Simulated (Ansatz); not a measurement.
# Se on Al(110): change of the work function, part 2 of 5

How does Se on the longbridge site change the work function of Al(110) as the layer fills?

Ansatz 0.2.0; plane-wave DFT, RPBE, Ansatz PAW (the session's first sound run).

So far, work function, upper face (eV): step 2 (the clean slab) 3.92.

### Step 3. The covered slab, k-mesh 3×4×1, coverage 0.111 ML

System of this step: Se/Al(110). The cell holds 46 atoms: 45 Al and 1 Se. Cell: a = 12.150 Å, b = 8.591 Å, c = 25.200 Å, α = 90.0°, β = 90.0°, γ = 90.0°. Vacuum lies along c.

The clean slab as it ended is repeated in the plane and the adsorbate is set on one face; the cell's size fixes the coverage, and the k-mesh shrinks with it to keep the sampling density about even. Adsorbate and upper layers relax, since the dipole depends on the height.

File input.yaml:

```yaml
crystal:
  lattice:
    - [12.15, 0.0, 0.0]
    - [0.0, 8.5913473914, 0.0]
    - [0.0, 0.0, 25.20047635]
  atoms:
    - { symbol: Al, position: [0.0, 0.0, 0.3571361063] }
    - { symbol: Al, position: [0.1666666667, 0.1666666667, 0.4139561128] }
    - { symbol: Al, position: [0.0, 0.0, 0.4704452044] }
    - { symbol: Al, position: [0.1666666667, 0.1666666667, 0.5290770404] }
    - { symbol: Al, position: [0.0, 0.0, 0.5826467911] }
    - { symbol: Al, position: [0.0, 0.3333333333, 0.3571361063] }
    - { symbol: Al, position: [0.1666666667, 0.5, 0.4139561128] }
    - { symbol: Al, position: [0.0, 0.3333333333, 0.4704452044] }
    - { symbol: Al, position: [0.1666666667, 0.5, 0.5290770404] }
    - { symbol: Al, position: [0.0, 0.3333333333, 0.5826467911] }
    - { symbol: Al, position: [0.0, 0.6666666667, 0.3571361063] }
    - { symbol: Al, position: [0.1666666667, 0.8333333333, 0.4139561128] }
    - { symbol: Al, position: [0.0, 0.6666666667, 0.4704452044] }
    - { symbol: Al, position: [0.1666666667, 0.8333333333, 0.5290770404] }
    - { symbol: Al, position: [0.0, 0.6666666667, 0.5826467911] }
    - { symbol: Al, position: [0.3333333333, 0.0, 0.3571361063] }
    - { symbol: Al, position: [0.5, 0.1666666667, 0.4139561128] }
    - { symbol: Al, position: [0.3333333333, 0.0, 0.4704452044] }
    - { symbol: Al, position: [0.5, 0.1666666667, 0.5290770404] }
    - { symbol: Al, position: [0.3333333333, 0.0, 0.5826467911] }
    - { symbol: Al, position: [0.3333333333, 0.3333333333, 0.3571361063] }
    - { symbol: Al, position: [0.5, 0.5, 0.4139561128] }
    - { symbol: Al, position: [0.3333333333, 0.3333333333, 0.4704452044] }
    - { symbol: Al, position: [0.5, 0.5, 0.5290770404] }
    - { symbol: Al, position: [0.3333333333, 0.3333333333, 0.5826467911] }
    - { symbol: Al, position: [0.3333333333, 0.6666666667, 0.3571361063] }
    - { symbol: Al, position: [0.5, 0.8333333333, 0.4139561128] }
    - { symbol: Al, position: [0.3333333333, 0.6666666667, 0.4704452044] }
    - { symbol: Al, position: [0.5, 0.8333333333, 0.5290770404] }
    - { symbol: Al, position: [0.3333333333, 0.6666666667, 0.5826467911] }
    - { symbol: Al, position: [0.6666666667, 0.0, 0.3571361063] }
    - { symbol: Al, position: [0.8333333333, 0.1666666667, 0.4139561128] }
    - { symbol: Al, position: [0.6666666667, 0.0, 0.4704452044] }
    - { symbol: Al, position: [0.8333333333, 0.1666666667, 0.5290770404] }
    - { symbol: Al, position: [0.6666666667, 0.0, 0.5826467911] }
    - { symbol: Al, position: [0.6666666667, 0.3333333333, 0.3571361063] }
    - { symbol: Al, position: [0.8333333333, 0.5, 0.4139561128] }
    - { symbol: Al, position: [0.6666666667, 0.3333333333, 0.4704452044] }
    - { symbol: Al, position: [0.8333333333, 0.5, 0.5290770404] }
    - { symbol: Al, position: [0.6666666667, 0.3333333333, 0.5826467911] }
    - { symbol: Al, position: [0.6666666667, 0.6666666667, 0.3571361063] }
    - { symbol: Al, position: [0.8333333333, 0.8333333333, 0.4139561128] }
    - { symbol: Al, position: [0.6666666667, 0.6666666667, 0.4704452044] }
    - { symbol: Al, position: [0.8333333333, 0.8333333333, 0.5290770404] }
    - { symbol: Al, position: [0.6666666667, 0.6666666667, 0.5826467911] }
    - { symbol: Se, position: [0.1666666667, 0.0, 0.6428638937] }
kpoints:
  mp_grid: { grid: [3, 4, 1] }
hamiltonian:
  xc: rpbe
scf:
  occupations: { method: fermi_dirac, width: 0.1 }
  convergence: { dr2_threshold: 1.0e-08 }
efield:
  axis: 3
  dipole_correction: true
  ramp_position: 0.97
  ramp_width: 0.06
relax:
  f_tol: 0.02
  max_steps: 60
  constraints:
    - { sites: [0, 1, 5, 6, 10, 11, 15, 16, 20, 21, 25, 26, 30, 31, 35, 36, 40, 41] }
output:
  bader: true
  write_potential: true
  write_density: true
  volumetric_format: npy
```

On the command line:

```bash
ansatz run input.yaml --threads 4 --pin off --max-ram 6144MiB --backend cpu --events-out ev --progress --plain --runs-dir out
```

What it wrote:

```text
[...]
Crystal: 46 atoms, lattice volume = 2630.548 Å³
Basis set: ecut = 420 eV, 51405 PW (Γ), exchange–correlation on 180×120×360 points (8 copies of the dense FFT grid, shifted against one another)
Bands: 122, of which v1, the nominal top of the filled ones, is band 76 counted from 1 (75 counted from 0)
Symmetry: 4 space group operations
[...]
k-points: 6 of 12
[...]
SCF iter   1: F=—  HF=-29784.809984 eV  |F-HF|=—  |Δ(HF+E_count)|=         —  Δρ=1.50e-3  dr2=9.88e-2  ethr=1.77e-3  p=-0.163 e·Å  D=-1.12e-2 V/Å  ΔV_dip=0.28 eV  dr2_dipole=9.17e-5  V_vac-E_F(+/−)=4.20/3.91 eV  ⟨swp⟩=8.5  Hψ=4274  notcnv=0  defer=7
[...]
SCF iter   8: F=-29784.804878 eV  HF=-29784.804878 eV  |F-HF|=2.19e-8  |Δ(HF+E_count)|=   1.14e-7  Δρ=2.93e-7  dr2=3.68e-9  ethr=6.62e-12  p=-0.158 e·Å  D=-1.08e-2 V/Å  ΔV_dip=0.27 eV  dr2_dipole=3.81e-13  V_vac-E_F(+/−)=4.25/3.97 eV  ⟨swp⟩=11.2  Hψ=4927  notcnv=0
SCF 1 converged in 8 iterations: F = -29784.804878 eV  dr2 = 3.68e-9
[...]
relax step   1: F+E_penalty+E_count = -29784.80487785 eV  Δ(F+E_penalty+E_count) = +0.000e0 eV  max|allowed force component| = 3.313e-1 eV/Å  Δτ_max = 0.0000 Å  (8 SCF iters, accepted)
[...]
SCF iter   8: F=-29784.994618 eV  HF=-29784.994618 eV  |F-HF|=1.62e-8  |Δ(HF+E_count)|=   1.09e-7  Δρ=2.77e-7  dr2=4.61e-9  ethr=6.62e-12  p=-0.204 e·Å  D=-1.40e-2 V/Å  ΔV_dip=0.35 eV  dr2_dipole=4.73e-11  V_vac-E_F(+/−)=4.33/3.98 eV  ⟨swp⟩=11.0  Hψ=5092  notcnv=0
SCF 2 converged in 8 iterations: F = -29784.994618 eV  dr2 = 4.61e-9
relax step   2: F+E_penalty+E_count = -29784.99461764 eV  Δ(F+E_penalty+E_count) = -1.897e-1 eV  max|allowed force component| = 3.676e-1 eV/Å  Δτ_max = 0.1946 Å  (8 SCF iters, accepted)
SCF iter   1: F=—  HF=-29785.150749 eV  |F-HF|=—  |Δ(HF+E_count)|=         —  Δρ=1.75e-3  dr2=1.51e-1  ethr=1.30e-3  p=-0.204 e·Å  D=-1.40e-2 V/Å  ΔV_dip=0.35 eV  dr2_dipole=1.60e-3  V_vac-E_F(+/−)=4.33/3.98 eV  ⟨swp⟩=3.5  Hψ=2150  notcnv=0  defer=31
[...]
SCF iter   8: F=-29785.129554 eV  HF=-29785.129554 eV  |F-HF|=1.19e-8  |Δ(HF+E_count)|=   6.29e-8  Δρ=2.07e-7  dr2=2.14e-9  ethr=6.62e-12  p=-0.233 e·Å  D=-1.60e-2 V/Å  ΔV_dip=0.40 eV  dr2_dipole=3.59e-11  V_vac-E_F(+/−)=4.38/3.97 eV  ⟨swp⟩=10.8  Hψ=4752  notcnv=0
SCF 3 converged in 8 iterations: F = -29785.129554 eV  dr2 = 2.14e-9
relax step   3: F+E_penalty+E_count = -29785.12955396 eV  Δ(F+E_penalty+E_count) = -1.349e-1 eV  max|allowed force component| = 1.742e-1 eV/Å  Δτ_max = 0.1953 Å  (8 SCF iters, accepted)
[...]
relax step   4: F+E_penalty+E_count = -29785.17685327 eV  Δ(F+E_penalty+E_count) = -4.730e-2 eV  max|allowed force component| = 2.822e-1 eV/Å  Δτ_max = 0.1956 Å  (8 SCF iters, accepted)
[...]
relax step   5: F+E_penalty+E_count = -29785.18466938 eV  Δ(F+E_penalty+E_count) = -7.816e-3 eV  max|allowed force component| = 4.535e-2 eV/Å  Δτ_max = 0.0782 Å  (8 SCF iters, accepted)
[...]
relax step   6: F+E_penalty+E_count = -29785.18798004 eV  Δ(F+E_penalty+E_count) = -3.311e-3 eV  max|allowed force component| = 2.130e-2 eV/Å  Δτ_max = 0.0341 Å  (7 SCF iters, accepted)
SCF iter   1: F=—  HF=-29785.187593 eV  |F-HF|=—  |Δ(HF+E_count)|=         —  Δρ=3.62e-5  dr2=1.22e-4  ethr=6.30e-7  p=-0.260 e·Å  D=-1.79e-2 V/Å  ΔV_dip=0.45 eV  dr2_dipole=1.02e-5  V_vac-E_F(+/−)=4.41/3.96 eV  ⟨swp⟩=2.0  Hψ=1381  notcnv=0  defer=27
[...]
SCF iter   6: F=-29785.188127 eV  HF=-29785.188127 eV  |F-HF|=3.15e-9  |Δ(HF+E_count)|=   3.14e-8  Δρ=9.30e-8  dr2=4.39e-10  ethr=6.62e-12  p=-0.261 e·Å  D=-1.79e-2 V/Å  ΔV_dip=0.45 eV  dr2_dipole=2.07e-11  V_vac-E_F(+/−)=4.42/3.96 eV  ⟨swp⟩=9.8  Hψ=4383  notcnv=0
SCF 7 converged in 6 iterations: F = -29785.188127 eV  dr2 = 4.39e-10
relax step   7: F+E_penalty+E_count = -29785.18812704 eV  Δ(F+E_penalty+E_count) = -1.470e-4 eV  max|allowed force component| = 1.720e-3 eV/Å  Δτ_max = 0.0040 Å  (6 SCF iters, accepted)
NSCF: frozen V_eff on 6 k-points
[...]
SCF converged after 6 iterations
Free energy (F): -29785.188127 eV
[...]
Internal energy: -29784.563753 eV  (E = F + TS)
E sigma→0 (E₀):  -29784.875940 eV
Entropy (-TS):   -0.624374 eV (-13.573 meV/atom)
Fermi energy:    -0.551269 eV
Dipole field:    D = -0.017929 V/Å  (p = -0.260642 e·Å, saw-weighted, corrected)
Work function:   Φ+ = 4.4160 eV   Φ− = 3.9642 eV
[...]
--- Forces (eV/Å), atoms counted from 1 ---
  atom   1  Al    -0.04893957     0.00000000     0.19745777
  atom   2  Al     0.00000000    -0.06392399    -0.20670227
  atom   3  Al    -0.00019992     0.00000000     0.00065169
  atom   4  Al     0.00000000    -0.00140399     0.00027927
  atom   5  Al     0.00008155     0.00000000    -0.00084822
  atom   6  Al    -0.01394946    -0.07998509     0.16658218
  atom   7  Al     0.00000000     0.00000000    -0.16770376
  atom   8  Al    -0.00015615    -0.00052207    -0.00018588
  atom   9  Al     0.00000000     0.00000000     0.00025746
  atom  10  Al    -0.00049750    -0.00172004     0.00161341
  atom  11  Al    -0.01394946     0.07998509     0.16658218
  atom  12  Al     0.00000000     0.06392399    -0.20670227
  atom  13  Al    -0.00015615     0.00052207    -0.00018588
  atom  14  Al     0.00000000     0.00140399     0.00027927
  atom  15  Al    -0.00049750     0.00172004     0.00161341
  atom  16  Al     0.04893957     0.00000000     0.19745777
  atom  17  Al     0.05883514    -0.03295412    -0.14546633
  atom  18  Al     0.00019992     0.00000000     0.00065169
  atom  19  Al    -0.00034098    -0.00001862    -0.00022053
  atom  20  Al    -0.00008155     0.00000000    -0.00084822
  atom  21  Al     0.01394946    -0.07998509     0.16658218
  atom  22  Al     0.10859287     0.00000000    -0.11952317
  atom  23  Al     0.00015615    -0.00052207    -0.00018588
  atom  24  Al    -0.00027861     0.00000000    -0.00004267
  atom  25  Al     0.00049750    -0.00172004     0.00161341
  atom  26  Al     0.01394946     0.07998509     0.16658218
  atom  27  Al     0.05883514     0.03295412    -0.14546633
  atom  28  Al     0.00015615     0.00052207    -0.00018588
  atom  29  Al    -0.00034098     0.00001862    -0.00022053
  atom  30  Al     0.00049750     0.00172004     0.00161341
  atom  31  Al     0.00000000     0.00000000     0.07880771
  atom  32  Al    -0.05883514    -0.03295412    -0.14546633
  atom  33  Al     0.00000000     0.00000000    -0.00139146
  atom  34  Al     0.00034098    -0.00001862    -0.00022053
  atom  35  Al     0.00000000     0.00000000     0.00069014
  atom  36  Al     0.00000000     0.01120000     0.13034499
  atom  37  Al    -0.10859287     0.00000000    -0.11952317
  atom  38  Al     0.00000000    -0.00050771    -0.00136321
  atom  39  Al     0.00027861     0.00000000    -0.00004267
  atom  40  Al     0.00000000    -0.00035497    -0.00011590
  atom  41  Al     0.00000000    -0.01120000     0.13034499
  atom  42  Al    -0.05883514     0.03295412    -0.14546633
  atom  43  Al     0.00000000     0.00050771    -0.00136321
  atom  44  Al     0.00034098     0.00001862    -0.00022053
  atom  45  Al     0.00000000     0.00035497    -0.00011590
  atom  46  Se     0.00000000     0.00000000    -0.00023984
  max |Σ_I F_I| component: 1.18e-5 eV/Å
--- Band table (eV; the first three rows and the last of 6) ---
  k-point 0: bands = [... 72 lower, -1.0354, -0.9464, -0.9310, -0.8096, -0.8008, -0.4105, -0.3601, -0.3212, ... 42 higher]
  k-point 1: bands = [... 72 lower, -0.7473, -0.6399, -0.3466, -0.3358, -0.2493, -0.2297, -0.0840, -0.0774, ... 42 higher]
  k-point 2: bands = [... 72 lower, -0.8971, -0.8784, -0.7228, -0.7136, -0.7075, -0.6240, -0.5436, 0.1430, ... 42 higher]
  k-point 5: bands = [... 72 lower, -0.7602, -0.6959, -0.2781, -0.0853, 0.0474, 0.1047, 0.1066, 0.1554, ... 42 higher]
--- Relaxed structure (7 steps of the walk, 7 accepted, 0 SCFs on fresh bases) ---
  F+E_penalty+E_count = -29785.18812704 eV   max|allowed force component| = 1.720e-3 eV/Å
  atoms:
    - { symbol: Al, position: [1.666666e-11, 0.0, 0.357136] }
    - { symbol: Al, position: [0.166667, 0.166667, 0.413956] }
    - { symbol: Al, position: [-0.00157674, 0.0, 0.471646] }
    - { symbol: Al, position: [0.166667, 0.169911, 0.524403] }
    - { symbol: Al, position: [0.033395, 0.0, 0.594535] }
    - { symbol: Al, position: [1.666666e-11, 0.3333333333, 0.357136] }
    - { symbol: Al, position: [0.166667, 0.5, 0.413956] }
    - { symbol: Al, position: [-0.0017702, 0.332055, 0.469412] }
    - { symbol: Al, position: [0.166667, 0.5, 0.526050] }
    - { symbol: Al, position: [0.00364774, 0.333325, 0.580854] }
    - { symbol: Al, position: [1.666666e-11, 0.6666666667, 0.357136] }
    - { symbol: Al, position: [0.166667, 0.8333333333, 0.413956] }
    - { symbol: Al, position: [-0.0017702, 0.667945, 0.469412] }
    - { symbol: Al, position: [0.166667, 0.830089, 0.524403] }
    - { symbol: Al, position: [0.00364774, 0.666675, 0.580854] }
    - { symbol: Al, position: [0.333333, 0.0, 0.357136] }
    - { symbol: Al, position: [0.500000, 0.166667, 0.413956] }
    - { symbol: Al, position: [0.334910, 0.0, 0.471646] }
    - { symbol: Al, position: [0.494056, 0.162406, 0.531354] }
    - { symbol: Al, position: [0.299939, 0.0, 0.594535] }
    - { symbol: Al, position: [0.333333, 0.3333333333, 0.357136] }
    - { symbol: Al, position: [0.500000, 0.5, 0.413956] }
    - { symbol: Al, position: [0.335104, 0.332055, 0.469412] }
    - { symbol: Al, position: [0.499560, 0.5, 0.528004] }
    - { symbol: Al, position: [0.329686, 0.333325, 0.580854] }
    - { symbol: Al, position: [0.333333, 0.6666666667, 0.357136] }
    - { symbol: Al, position: [0.500000, 0.8333333333, 0.413956] }
    - { symbol: Al, position: [0.335104, 0.667945, 0.469412] }
    - { symbol: Al, position: [0.494056, 0.837594, 0.531354] }
    - { symbol: Al, position: [0.329686, 0.666675, 0.580854] }
    - { symbol: Al, position: [0.666667, 0.0, 0.357136] }
    - { symbol: Al, position: [0.833333, 0.166667, 0.413956] }
    - { symbol: Al, position: [0.666667, 0.0, 0.470196] }
    - { symbol: Al, position: [0.839277, 0.162406, 0.531354] }
    - { symbol: Al, position: [0.666667, 0.0, 0.581229] }
    - { symbol: Al, position: [0.666667, 0.3333333333, 0.357136] }
    - { symbol: Al, position: [0.833333, 0.5, 0.413956] }
    - { symbol: Al, position: [0.666667, 0.329798, 0.470426] }
    - { symbol: Al, position: [0.833773, 0.5, 0.528004] }
    - { symbol: Al, position: [0.666667, 0.332728, 0.580720] }
    - { symbol: Al, position: [0.666667, 0.6666666667, 0.357136] }
    - { symbol: Al, position: [0.833333, 0.8333333333, 0.413956] }
    - { symbol: Al, position: [0.666667, 0.670202, 0.470426] }
    - { symbol: Al, position: [0.839277, 0.837594, 0.531354] }
    - { symbol: Al, position: [0.666667, 0.667272, 0.580720] }
    - { symbol: Se, position: [0.166667, 0.0, 0.667185] }
--- Bader charges: 46 sites ---
  site symbol  charge [e]  shift [e]
     0     Al      0.0486     0.0000
     1     Al     -0.0089     0.0000
     2     Al     -0.0292     0.0000
     3     Al     -0.1098     0.0005
     4     Al      0.7217     0.0006
     5     Al      0.0633     0.0001
     6     Al     -0.0357     0.0000
     7     Al     -0.0806     0.0004
     8     Al     -0.0084     0.0000
     9     Al      0.0089     0.0002
    10     Al      0.0633     0.0001
    11     Al     -0.0089     0.0000
    12     Al     -0.0806     0.0004
    13     Al     -0.1098     0.0005
    14     Al      0.0089     0.0002
    15     Al      0.0486     0.0000
    16     Al     -0.0329     0.0000
    17     Al     -0.0291     0.0000
    18     Al      0.0574     0.0000
    19     Al      0.7217     0.0006
    20     Al      0.0633     0.0001
    21     Al     -0.0224     0.0000
    22     Al     -0.0806     0.0004
    23     Al      0.0409     0.0000
    24     Al      0.0089     0.0002
    25     Al      0.0633     0.0001
    26     Al     -0.0329     0.0000
    27     Al     -0.0806     0.0004
    28     Al      0.0574     0.0000
    29     Al      0.0089     0.0002
    30     Al      0.0461     0.0000
    31     Al     -0.0329     0.0000
    32     Al     -0.0879     0.0003
    33     Al      0.0574     0.0000
    34     Al      0.0421     0.0003
    35     Al      0.0543     0.0001
    36     Al     -0.0224     0.0000
    37     Al     -0.0879     0.0004
    38     Al      0.0409     0.0000
    39     Al      0.0234     0.0003
    40     Al      0.0543     0.0001
    41     Al     -0.0329     0.0000
    42     Al     -0.0879     0.0004
    43     Al      0.0574     0.0000
    44     Al      0.0233     0.0003
    45     Se     -1.2820     0.0002
  estimated error of the sums over rays = 6.3e-4 e
```

The job ended after 7.2 min (4 threads of Arm Neoverse V2, shared host; peak memory 5 GiB).

The steps of the relaxation:

```
step  energy less that of the first step (eV)  largest force component (eV/Å)
   1                                   0.0000                          0.3313
   2                                  -0.1897                          0.3676
   3                                  -0.3247                          0.1742
   4                                  -0.3720                          0.2822
   5                                  -0.3798                          0.0453
   6                                  -0.3831                          0.0213
   7                                  -0.3832                          0.0017
```

The run keeps the 4 symmetry operations that the program found, so distortions that break them were not tested.

The atoms that moved most (Å):

```
atom      dx      dy      dz  length
Se46   0.000   0.000   0.613   0.613
 Al5   0.406   0.000   0.300   0.504
Al20  -0.406   0.000   0.300   0.504
Al14   0.000  -0.028  -0.118   0.121
 Al4   0.000   0.028  -0.118   0.121
Al44   0.072   0.037   0.057   0.099
Al34   0.072  -0.037   0.057   0.099
Al29  -0.072   0.037   0.057   0.099
```

Numbers from this step:

```yaml
energy_at_zero_smearing: -29784.8759 eV
work_function_upper_face: 4.416 eV
work_function_lower_face: 3.964 eV
dipole_along_the_normal: -0.2606 e·Å
step_between_the_vacuum_levels: 0.4518 eV
```

Running mean over 1.432 Å of the planar mean; the ramp of the sawtooth is left out. Electron's electrostatic potential energy less the Fermi level against z:

```
z (Å)  electron's electrostatic potential energy less the Fermi level (eV)
  3.5                                                                 3.96
  4.0                                                                 3.96
  4.5                                                                 3.96
  5.0                                                                 3.96
  5.5                                                                 3.95
  6.0                                                                 3.93
  6.5                                                                 3.84
  7.0                                                                 3.56
  7.5                                                                 2.66
  8.0                                                                0.661
  8.5                                                                -1.65
  9.0                                                                -3.61
  9.5                                                                -4.44
 10.0                                                                -4.62
 10.5                                                                -4.68
 11.0                                                                -4.72
 11.5                                                                -4.70
 12.0                                                                -4.58
 12.5                                                                -4.52
 13.0                                                                -4.56
 13.5                                                                -4.69
 14.0                                                                -4.65
 14.5                                                                -4.16
 15.0                                                                -2.57
 15.5                                                               -0.431
 16.0                                                                 1.62
 16.5                                                                 2.84
 17.0                                                                 3.36
 17.5                                                                 3.78
 18.0                                                                 4.13
 18.5                                                                 4.34
 19.0                                                                 4.40
 19.5                                                                 4.41
 20.0                                                                 4.41
 20.5                                                                 4.42
 21.0                                                                 4.42
 21.5                                                                 4.42
 22.0                                                                 4.42
```

The relaxation took 7 steps and lowered the energy by 0.38 eV; the largest force on the free atoms ends at 0.0017 eV/Å.

The covered face has 4.42 eV, +0.50 eV against the clean one; the bare back face has moved by +0.05 eV, a measure of how thin the slab is.

[end of part 2 of 5]

[Long decimals in the printed logs are rounded to 6 places.]

[Logs are printed without paths, hosts, clocks, repeated set-up lines and the standing remarks that a program may print on its own settings, such as how far it seeks lower states.]

[Hosts, paths, dates, database ids (printed as entryN), source tags and the programs' standing remarks are cut or masked in the printed files.]

[Maps of the electrostatic potential energy from Ansatz leave out the sawtooth potential of an applied field or a dipole correction, so their vacuum need not be flat; planar profiles and work functions include it.]
